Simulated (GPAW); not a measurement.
Consider Be (Im-3m).

```xyz
1
Lattice="-1.2531 1.2531 1.2531 1.2531 -1.2531 1.2531 1.2531 1.2531 -1.2531" Properties=species:S:1:pos:R:3 pbc="T T T"
Be    0.0000    0.0000    0.0000
```

Absorber: atom 1, with 8 Be at 2.17 Å and 6 Be at 2.51 Å (cube and octahedron, as in bcc, site symmetry m-3m). Method: GPAW, LDA, excited-electron core hole (neutral cell), 27-atom cell with 6.5 Å between holes, 6×6×6 k points, dipole transitions, Gaussian full width 0.9 eV up to 4 eV, rising linearly to 3.5 eV at 25 eV.

This is not the structure that Be takes at ambient pressure and room temperature (hexagonal, No. 194); it is a model or a phase of other conditions.

**Question.** Where do the maxima of the Be K edge fall?

Main maxima up to 24 eV above the zero (height): 0.6 eV (1.29), 4.6 eV (1.62), 10.7 eV (1.63) and 14.6 eV (1.02). A K edge sees empty p states on the absorber. The total-energy difference is 115.12 eV. One term is added: -4.44 eV, since the hole is spin-paired here and a spin-polarised one costs that much less in the free atom (computed apart). The photon energy is then 110.68 eV. The tabulated edge of the element is 111.5 eV. The functional leaves an error in such absolute values: in the free atom LDA prices this hole 1.6 eV below PBE (computed apart), and PBE is itself good to a few eV.

The Be K spectrum (energy from the lowest empty level; intensity scaled to a mean of 1 over the first 20 eV):

| E (eV) | intensity |
| --- | --- |
| -2.0 | 0.00 |
| -1.4 | 0.00 |
| -0.8 | 0.03 |
| -0.2 | 0.46 |
| 0.4 | 1.21 |
| 1.0 | 1.16 |
| 1.6 | 0.93 |
| 2.2 | 0.80 |
| 2.8 | 0.84 |
| 3.4 | 1.20 |
| 4.0 | 1.46 |
| 4.6 | 1.62 |
| 5.2 | 1.41 |
| 5.8 | 1.20 |
| 6.4 | 1.08 |
| 7.0 | 1.07 |
| 7.6 | 1.13 |
| 8.2 | 1.18 |
| 8.8 | 1.19 |
| 9.4 | 1.27 |
| 10.0 | 1.47 |
| 10.6 | 1.62 |
| 11.2 | 1.54 |
| 11.8 | 1.26 |
| 12.4 | 1.02 |
| 13.0 | 0.91 |
| 13.6 | 0.93 |
| 14.2 | 0.99 |
| 14.8 | 1.01 |
| 15.4 | 0.93 |
| 16.0 | 0.76 |
| 16.6 | 0.58 |
| 17.2 | 0.42 |
| 17.8 | 0.31 |
| 18.4 | 0.24 |
| 19.0 | 0.20 |
| 19.6 | 0.17 |
| 20.2 | 0.17 |
| 20.8 | 0.19 |
| 21.4 | 0.22 |
| 22.0 | 0.26 |
| 22.6 | 0.30 |
| 23.2 | 0.36 |
| 23.8 | 0.43 |
| 24.4 | 0.49 |
| 25.0 | 0.55 |
| 25.6 | 0.59 |

The structure is a computed Materials Project entry and may be a hypothetical form.

[Banner, clock and machine lines of the logs are left out without a mark of their own.]

[Logs are printed without paths, hosts, clocks, repeated set-up lines and the standing remarks that a program may print on its own settings, such as how far it seeks lower states.]

[Hosts, paths, dates, database ids (printed as entryN), source tags and the programs' standing remarks are cut or masked in the printed files.]

[Lists of maxima count a maximum above −3 eV only where it reaches 4 % of the highest in the window and stands out from its surroundings by 2 % of it (1.5 % where it reaches 55 %); shoulders and weaker maxima are passed over, and of the rest the first, up to two pre-edge ones and the few strongest are named.]
